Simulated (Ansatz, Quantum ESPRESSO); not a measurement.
# Ba: work function by face, part 2 of 7

Wanted: work functions of Ba face by face, under two functionals.

Quantum ESPRESSO 7.5; plane-wave DFT, PBE, GBRV ultrasoft pseudopotentials; geometry and cross-check by Ansatz 0.2.0 with PAW datasets.

So far. Step 2 (Relaxation with Ansatz of (110)):  Held were the atoms numbered 3, 4 and 5; the forces quoted are those on the free ones.

## Step 3: Ground state of (110), PBE

Both faces of the slab are alike, so a plain periodic cell serves and symmetry is kept.

Level of this step: plane-wave DFT, PBE, GBRV ultrasoft pseudopotentials (Quantum ESPRESSO 7.5).

Input file 110.pbe.in:

```
&control
  prefix = '110.pbe'
  outdir = './out'
  pseudo_dir = './pseudo'
  calculation = 'scf'
  tprnfor = .true.
/
&system
  ibrav = 0
  nat = 7
  ntyp = 1
  ecutwfc = 40
  ecutrho = 200
  occupations = 'smearing'
  smearing = 'mv'
  degauss = 0.02
/
&electrons
  conv_thr = 1e-07
  mixing_beta = 0.4
  electron_maxstep = 120
  mixing_mode = 'local-TF'
/
ATOMIC_SPECIES
  Ba  137.3270  ba_pbe_v1.uspp.F.UPF
CELL_PARAMETERS angstrom
  3.54967604160000 -2.51000000000000 0.00000000000000
  3.54967604160000 2.51000000000000 0.00000000000000
  0.00000000000000 0.00000000000000 37.29805624930000
ATOMIC_POSITIONS crystal
  Ba  0.000000000000 0.000000000000 0.216271923471
  Ba  0.500000000000 0.500000000000 0.309277830626
  Ba  0.000000000000 0.000000000000 0.404829463000
  Ba  0.500000000000 0.500000000000 0.500000000000
  Ba  0.000000000000 0.000000000000 0.595170537000
  Ba  0.500000000000 0.500000000000 0.690722346934
  Ba  0.000000000000 0.000000000000 0.783728394748
K_POINTS automatic
  8 8 1 0 0 0
```

Launch:

```
$ OMP_NUM_THREADS=1 mpirun -n 4 pw.x -nk 4 -in 110.pbe.in > 110.pbe.out
```

The log of the run:

```text
Program PWSCF v.7.5 starts
[citation notice left out]

     Parallel version (MPI & OpenMP), running on       4 processor cores
     Number of MPI processes:                 4
     Threads/MPI process:                     1

     MPI processes distributed on     1 nodes
[...]
Current dimensions of program PWSCF are:
     Max number of different atomic species (ntypx) = 10
     Max number of k-points (npk) =  40000
     Max angular momentum in pseudopotentials (lmaxx) =  4
     Message from routine setup:
     using ibrav=0 with symmetry is DISCOURAGED, use correct ibrav instead

     K-points division:     npool     =       4
     Subspace diagonalization in iterative solution of the eigenvalue problem:
     a serial algorithm will be used

     G-vector sticks info
     --------------------
     sticks:   dense  smooth     PW     G-vecs:    dense   smooth      PW
     Sum        1019     809    241               214383   153343   24883

     Using Slab Decomposition

     bravais-lattice index     =            0
     lattice parameter (alat)  =       8.2155  a.u.
     unit-cell volume          =    4485.1321 (a.u.)^3
     number of atoms/cell      =            7
     number of atomic types    =            1
     number of electrons       =        70.00
     number of Kohn-Sham states=           42
     kinetic-energy cutoff     =      40.0000  Ry
     charge density cutoff     =     200.0000  Ry
     scf convergence threshold =      1.0E-07
     mixing beta               =       0.4000
     number of iterations used =            8  local-TF  mixing
     Exchange-correlation= SLA  PW   PBE  PBE
                           (   1   4   3   4   0   0   0)

     celldm(1)=   8.215485  celldm(2)=   0.000000  celldm(3)=   0.000000
     celldm(4)=   0.000000  celldm(5)=   0.000000  celldm(6)=   0.000000

     crystal axes: (cart. coord. in units of alat)
               a(1) = (   0.816497  -0.577350   0.000000 )
               a(2) = (   0.816497   0.577350   0.000000 )
               a(3) = (   0.000000   0.000000   8.579300 )

     reciprocal axes: (cart. coord. in units 2 pi/alat)
               b(1) = (  0.612372 -0.866025  0.000000 )
               b(2) = (  0.612372  0.866025 -0.000000 )
               b(3) = ( -0.000000  0.000000  0.116560 )

     PseudoPot. # 1 for Ba read from file:
     ./pseudo/ba_pbe_v1.uspp.F.UPF
     Pseudo is Ultrasoft + core correction, Zval = 10.0
     Generated by new atomic code, or converted to UPF format
     Using radial grid of  907 points,  7 beta functions with:
                l(1) =   0
                l(2) =   0
                l(3) =   1
                l(4) =   1
                l(5) =   2
                l(6) =   2
                l(7) =   3
     Q(r) pseudized with  6 coefficients,  rinner =    1.700   1.700   1.700
                                                       1.700   1.700   1.700
                                                       1.700

     atomic species   valence    mass     pseudopotential
     Ba               10.00   137.32700     Ba( 1.00)

      8 Sym. Ops., with inversion, found

   Cartesian axes

     site n.     atom                  positions (alat units)
         1        Ba     tau(   1) = (   0.0000000   0.0000000   1.8554617  )
         2        Ba     tau(   2) = (   0.8164966   0.0000000   2.6533873  )
         3        Ba     tau(   3) = (   0.0000000   0.0000000   3.4731534  )
         4        Ba     tau(   4) = (   0.8164966   0.0000000   4.2896500  )
         5        Ba     tau(   5) = (   0.0000000   0.0000000   5.1061465  )
         6        Ba     tau(   6) = (   0.8164966   0.0000000   5.9259142  )
         7        Ba     tau(   7) = (   0.0000000   0.0000000   6.7238410  )

     number of k points=    21  Marzari-Vanderbilt smearing, width (Ry)=  0.0200
                       cart. coord. in units 2pi/alat
        k(    1) = (   0.0000000   0.0000000   0.0000000), wk =   0.0312500
        k(    2) = (   0.0765466   0.1082532   0.0000000), wk =   0.1250000
        k(    3) = (   0.1530931   0.2165064   0.0000000), wk =   0.1250000
        k(    4) = (   0.2296397   0.3247595   0.0000000), wk =   0.1250000
        k(    5) = (  -0.3061862  -0.4330127   0.0000000), wk =   0.0625000
        k(    6) = (   0.1530931   0.0000000   0.0000000), wk =   0.0625000
        k(    7) = (   0.2296397   0.1082532   0.0000000), wk =   0.1250000
        k(    8) = (   0.3061862   0.2165064   0.0000000), wk =   0.1250000
        k(    9) = (  -0.2296397  -0.5412659   0.0000000), wk =   0.1250000
        k(   10) = (  -0.1530931  -0.4330127   0.0000000), wk =   0.1250000
[...]
k(   21) = (  -0.6123724   0.0000000   0.0000000), wk =   0.0312500

     Dense  grid:   214383 G-vectors     FFT dimensions: (  40,  40, 320)

     Smooth grid:   153343 G-vectors     FFT dimensions: (  36,  36, 288)

     Estimated max dynamical RAM per process >     568.16 MB

     Estimated total dynamical RAM >       2.07 GB

     Check: negative core charge=   -0.000001

     Initial potential from superposition of free atoms

     starting charge      69.8950, renormalised to      70.0000

     negative rho (up, down):  6.615E-01 0.000E+00
     Starting wfcs are   91 randomized atomic wfcs

     total cpu time spent up to now is        7.0 secs

     per-process dynamical memory:   232.4 Mb

     Self-consistent Calculation

     iteration #  1     ecut=    40.00 Ry     beta= 0.40
     Davidson diagonalization with overlap
     ethr =  1.00E-02,  avg # of iterations =  1.8

     negative rho (up, down):  6.452E-01 0.000E+00

     total cpu time spent up to now is       16.2 secs

     total energy              =    -491.93334370 Ry
     estimated scf accuracy    <       0.99308648 Ry

     iteration #  2     ecut=    40.00 Ry     beta= 0.40
[...]
negative rho (up, down):  5.789E-01 0.000E+00

[...]
total energy              =    -491.84317114 Ry
     estimated scf accuracy    <       0.73608717 Ry

     iteration #  3     ecut=    40.00 Ry     beta= 0.40
[...]
negative rho (up, down):  6.150E-01 0.000E+00

[...]
total energy              =    -491.89382694 Ry
     estimated scf accuracy    <       0.13291424 Ry

     iteration #  4     ecut=    40.00 Ry     beta= 0.40
[...]
negative rho (up, down):  6.153E-01 0.000E+00

[...]
total energy              =    -491.90393725 Ry
     estimated scf accuracy    <       0.04816641 Ry

     iteration #  5     ecut=    40.00 Ry     beta= 0.40
[...]
negative rho (up, down):  6.252E-01 0.000E+00

[...]
total energy              =    -491.89942818 Ry
     estimated scf accuracy    <       0.04184242 Ry

     iteration #  6     ecut=    40.00 Ry     beta= 0.40
[...]
negative rho (up, down):  6.153E-01 0.000E+00

[...]
total energy              =    -491.89713458 Ry
     estimated scf accuracy    <       0.03841657 Ry

     iteration #  7     ecut=    40.00 Ry     beta= 0.40
[...]
negative rho (up, down):  6.262E-01 0.000E+00

[...]
total energy              =    -491.89759952 Ry
     estimated scf accuracy    <       0.01117968 Ry

     iteration #  8     ecut=    40.00 Ry     beta= 0.40
[...]
negative rho (up, down):  6.241E-01 0.000E+00

[...]
total energy              =    -491.90067377 Ry
     estimated scf accuracy    <       0.13247913 Ry

     iteration #  9     ecut=    40.00 Ry     beta= 0.40
[...]
negative rho (up, down):  6.219E-01 0.000E+00

[...]
total energy              =    -491.89467328 Ry
     estimated scf accuracy    <       0.08498704 Ry

     iteration # 10     ecut=    40.00 Ry     beta= 0.40
[...]
negative rho (up, down):  6.186E-01 0.000E+00

[...]
total energy              =    -491.89745003 Ry
     estimated scf accuracy    <       0.00319105 Ry

     iteration # 11     ecut=    40.00 Ry     beta= 0.40
[...]
negative rho (up, down):  6.170E-01 0.000E+00

[...]
total energy              =    -491.89751557 Ry
     estimated scf accuracy    <       0.00116252 Ry

     iteration # 12     ecut=    40.00 Ry     beta= 0.40
[...]
negative rho (up, down):  6.170E-01 0.000E+00

[...]
total energy              =    -491.89767283 Ry
     estimated scf accuracy    <       0.00011521 Ry

     iteration # 13     ecut=    40.00 Ry     beta= 0.40
[...]
negative rho (up, down):  6.169E-01 0.000E+00

[...]
total energy              =    -491.89769133 Ry
     estimated scf accuracy    <       0.00006552 Ry

     iteration # 14     ecut=    40.00 Ry     beta= 0.40
[...]
negative rho (up, down):  6.174E-01 0.000E+00

[...]
total energy              =    -491.89769288 Ry
     estimated scf accuracy    <       0.00005155 Ry

     iteration # 15     ecut=    40.00 Ry     beta= 0.40
[...]
negative rho (up, down):  6.173E-01 0.000E+00

[...]
total energy              =    -491.89769667 Ry
     estimated scf accuracy    <       0.00000125 Ry

     iteration # 16     ecut=    40.00 Ry     beta= 0.40
[...]
negative rho (up, down):  6.174E-01 0.000E+00

[...]
total energy              =    -491.89769707 Ry
     estimated scf accuracy    <       0.00000056 Ry

     iteration # 17     ecut=    40.00 Ry     beta= 0.40
[...]
negative rho (up, down):  6.174E-01 0.000E+00

[...]
total energy              =    -491.89769697 Ry
     estimated scf accuracy    <       0.00000093 Ry

     iteration # 18     ecut=    40.00 Ry     beta= 0.40
[...]
negative rho (up, down):  6.174E-01 0.000E+00

[...]
End of self-consistent calculation

          k = 0.0000 0.0000 0.0000 ( 19233 PWs)   bands (ev):

   -26.0562 -26.0561 -25.7035 -25.6955 -25.6683 -25.6287 -25.6285 -11.3391
   -11.3389 -11.0678 -11.0511 -11.0509 -10.9924 -10.9922 -10.9686 -10.8334
   -10.7863 -10.7517 -10.7345 -10.6944 -10.6738 -10.6653 -10.6651 -10.6575
   -10.6491 -10.6483 -10.6020 -10.6018   0.5068   0.6880   0.9831   1.3622
     1.7651   2.0818   2.2548   3.5993   3.6032   3.8837   3.9216   4.0487
     4.1904   4.2598

          k = 0.0765 0.1083 0.0000 ( 19194 PWs)   bands (ev):

   -26.0531 -26.0530 -25.6993 -25.6921 -25.6660 -25.6259 -25.6257 -11.3309
   -11.3307 -11.0903 -11.0886 -11.0487 -11.0114 -11.0111 -10.9653 -10.8563
   -10.8075 -10.7659 -10.7536 -10.7055 -10.6968 -10.6930 -10.6853 -10.6792
   -10.6630 -10.6611 -10.6214 -10.6212   0.7202   0.8946   1.1806   1.5522
     1.9560   2.2850   2.4688   3.6342   3.6381   3.8753   3.8995   3.9661
     4.1055   4.1201

          k = 0.1531 0.2165 0.0000 ( 19186 PWs)   bands (ev):

   -26.0457 -26.0455 -25.6889 -25.6841 -25.6608 -25.6191 -25.6189 -11.3125
   -11.3123 -11.1993 -11.1991 -11.0304 -11.0290 -11.0128 -10.9826 -10.9285
   -10.8939 -10.8396 -10.8109 -10.7837 -10.7589 -10.7256 -10.7041 -10.7040
   -10.6863 -10.6622 -10.6349 -10.6320   1.2917   1.4337   1.6718   1.9907
     2.3609   2.7140   2.9655   3.6117   3.6183   3.7442   3.7605   3.8012
     3.9482   3.9784

          k = 0.2296 0.3248 0.0000 ( 19124 PWs)   bands (ev):

   -26.0381 -26.0380 -25.6776 -25.6759 -25.6564 -25.6123 -25.6121 -11.3131
   -11.3129 -11.2953 -11.2951 -11.0544 -11.0506 -11.0340 -11.0310 -11.0014
   -10.9660 -10.9284 -10.8657 -10.8121 -10.7816 -10.7572 -10.7491 -10.7015
   -10.6759 -10.6687 -10.6371 -10.6366   2.0299   2.0663   2.1580   2.3130
     2.5285   2.7863   3.0579   3.5934   3.6670   3.7725   3.8350   3.8467
     3.9128   3.9552

          k =-0.3062-0.4330 0.0000 ( 19100 PWs)   bands (ev):

   -26.0350 -26.0348 -25.6726 -25.6725 -25.6550 -25.6095 -25.6093 -11.3570
   -11.3569 -11.2924 -11.2923 -11.0928 -11.0767 -11.0575 -11.0352 -11.0308
   -10.9883 -10.9679 -10.8244 -10.8165 -10.8033 -10.7760 -10.7758 -10.6926
   -10.6786 -10.6687 -10.6401 -10.6360   2.3463   2.3466   2.4639   2.4639
     2.6279   2.6405   2.7373   3.5628   3.6371   3.7443   3.8261   3.8668
     3.8783   3.8972

          k = 0.1531 0.0000 0.0000 ( 19193 PWs)   bands (ev):

   -26.0509 -26.0507 -25.6976 -25.6900 -25.6633 -25.6235 -25.6233 -11.3273
   -11.3271 -11.0747 -11.0745 -11.0557 -11.0522 -11.0467 -10.9567 -10.8304
   -10.8115 -10.7760 -10.7460 -10.7183 -10.7178 -10.7145 -10.7012 -10.6803
   -10.6765 -10.6706 -10.6589 -10.6556   0.7903   0.9670   1.2541   1.6221
     2.0154   2.3316   2.5076   3.6454   3.6520   3.9745   3.9764   4.1600
     4.1922   4.2245

[...]
the Fermi energy is     3.1822 ev

!    total energy              =    -491.89769703 Ry
     estimated scf accuracy    <       0.00000009 Ry
     smearing contrib. (-TS)   =       0.00406567 Ry
     internal energy E=F+TS    =    -491.90176271 Ry

     The total energy is F=E-TS. E is the sum of the following terms:
     one-electron contribution =   -1411.94768346 Ry
     hartree contribution      =     713.80792424 Ry
     xc contribution           =    -193.17257694 Ry
     ewald contribution        =     399.41057346 Ry

     convergence has been achieved in  18 iterations

     negative rho (up, down):  6.174E-01 0.000E+00

     Forces acting on atoms (cartesian axes, Ry/au):

     atom    1 type  1   force =     0.00000000    0.00000000   -0.00027865
     atom    2 type  1   force =     0.00000000    0.00000000    0.00033200
     atom    3 type  1   force =     0.00000000    0.00000000   -0.00021040
     atom    4 type  1   force =     0.00000000    0.00000000    0.00000000
     atom    5 type  1   force =     0.00000000    0.00000000    0.00021040
     atom    6 type  1   force =     0.00000000    0.00000000   -0.00033200
     atom    7 type  1   force =     0.00000000    0.00000000    0.00027865

     Total force =     0.000681     Total SCF correction =     0.000648
     SCF correction compared to forces is large: reduce conv_thr to get better values

[...]
=------------------------------------------------------------------------------=
   JOB DONE.
=------------------------------------------------------------------------------=
```

Elapsed: 3.2 min, on 4 MPI ranks of Arm Neoverse V2, shared host; peak memory 2.2 GiB; 13 min of CPU time.

Read from the output:

* free energy: -6692.6091 eV
* Fermi energy: 3.182 eV

## Step 4: Potential by pp.x of (110)

plot_num = 11 writes the bare and Hartree potential. It leaves out exchange and correlation, which fade slowly, so it flattens close to the surface.

Input file 110.pbe.pot.in:

```
&inputpp
  prefix = '110.pbe'
  outdir = './out'
  filplot = '110.pbe.pot.dat'
  plot_num = 11
/
```

Launch:

```
$ OMP_NUM_THREADS=1 mpirun -n 4 pp.x -in 110.pbe.pot.in > 110.pbe.pot.out
```

The log of the run:

```text
[banner, memory and clock lines left out]
Program POST-PROC v.7.5 starts

          URL

     ./out/110.pbe.save/

     IMPORTANT: XC functional enforced from input :
     Exchange-correlation= PBE
                           (   1   4   3   4   0   0   0)
     Any further DFT definition will be discarded
     Please, verify this is what you really want

     Check: negative core charge=   -0.000001

     negative rho (up, down):  6.174E-01 0.000E+00

     Calling punch_plot, plot_num =  11
     Writing data to file  110.pbe.pot.dat
     Message from routine chdens:
     namelist plot not found or invalid, exiting
```

The job ended after 1.3 s (4 MPI ranks; peak memory 0.33 GiB).

This step gave:

```
work function of the upper face                                       : 2.403 eV
slope of the potential above                                          : 0.006115 eV/Å
upper vacuum line continued to the top atoms, over the Fermi level    : 2.371 eV
work function of the lower face                                       : 2.404 eV
slope of the potential below                                          : -0.003538 eV/Å
lower vacuum line continued to the bottom atoms, over the Fermi level : 2.384 eV
```

Electrostatic potential energy of an electron; zero at the Fermi level. Table of potential energy, planar mean by z:

z (Å), potential energy, planar mean (eV) and a bar from the least value:
```
        0       2.41 ##############################
        1       2.41 ##############################
        2       2.41 ##############################
        3       2.40 ##############################
        4       2.38 ##############################
        5       2.27 ##############################
        6       1.68 ###########################
        7      -1.27 #################
        8      -6.14 
        9      -1.61 ################
       10       1.19 ##########################
       11      -4.44 ######
       12      -4.89 ####
       13       1.08 #########################
       14      -0.46 ####################
       15      -5.97 #
       16      -1.81 ###############
       17       1.40 ##########################
       18      -3.74 ########
       19      -5.41 ###
       20       0.76 ########################
       21       0.12 ######################
       22      -5.83 #
       23      -2.60 ############
       24       1.46 ###########################
       25      -2.87 ###########
       26      -5.69 ##
       27       0.31 #######################
       28       0.23 ######################
       29      -5.83 #
       30      -3.33 ##########
       31       1.24 ##########################
       32       2.18 #############################
       33       2.37 ##############################
       34       2.40 ##############################
       35       2.41 ##############################
       36       2.41 ##############################
       37       2.41 ##############################
```

(Continued in part 3 of 7.)

[Logs are printed without paths, hosts, clocks, repeated set-up lines and the standing remarks that a program may print on its own settings, such as how far it seeks lower states.]

[Hosts, paths, dates, database ids (printed as entryN), source tags and the programs' standing remarks are cut or masked in the printed files.]

[Maps of the electrostatic potential energy from Ansatz leave out the sawtooth potential of an applied field or a dipole correction, so their vacuum need not be flat; planar profiles and work functions include it.]
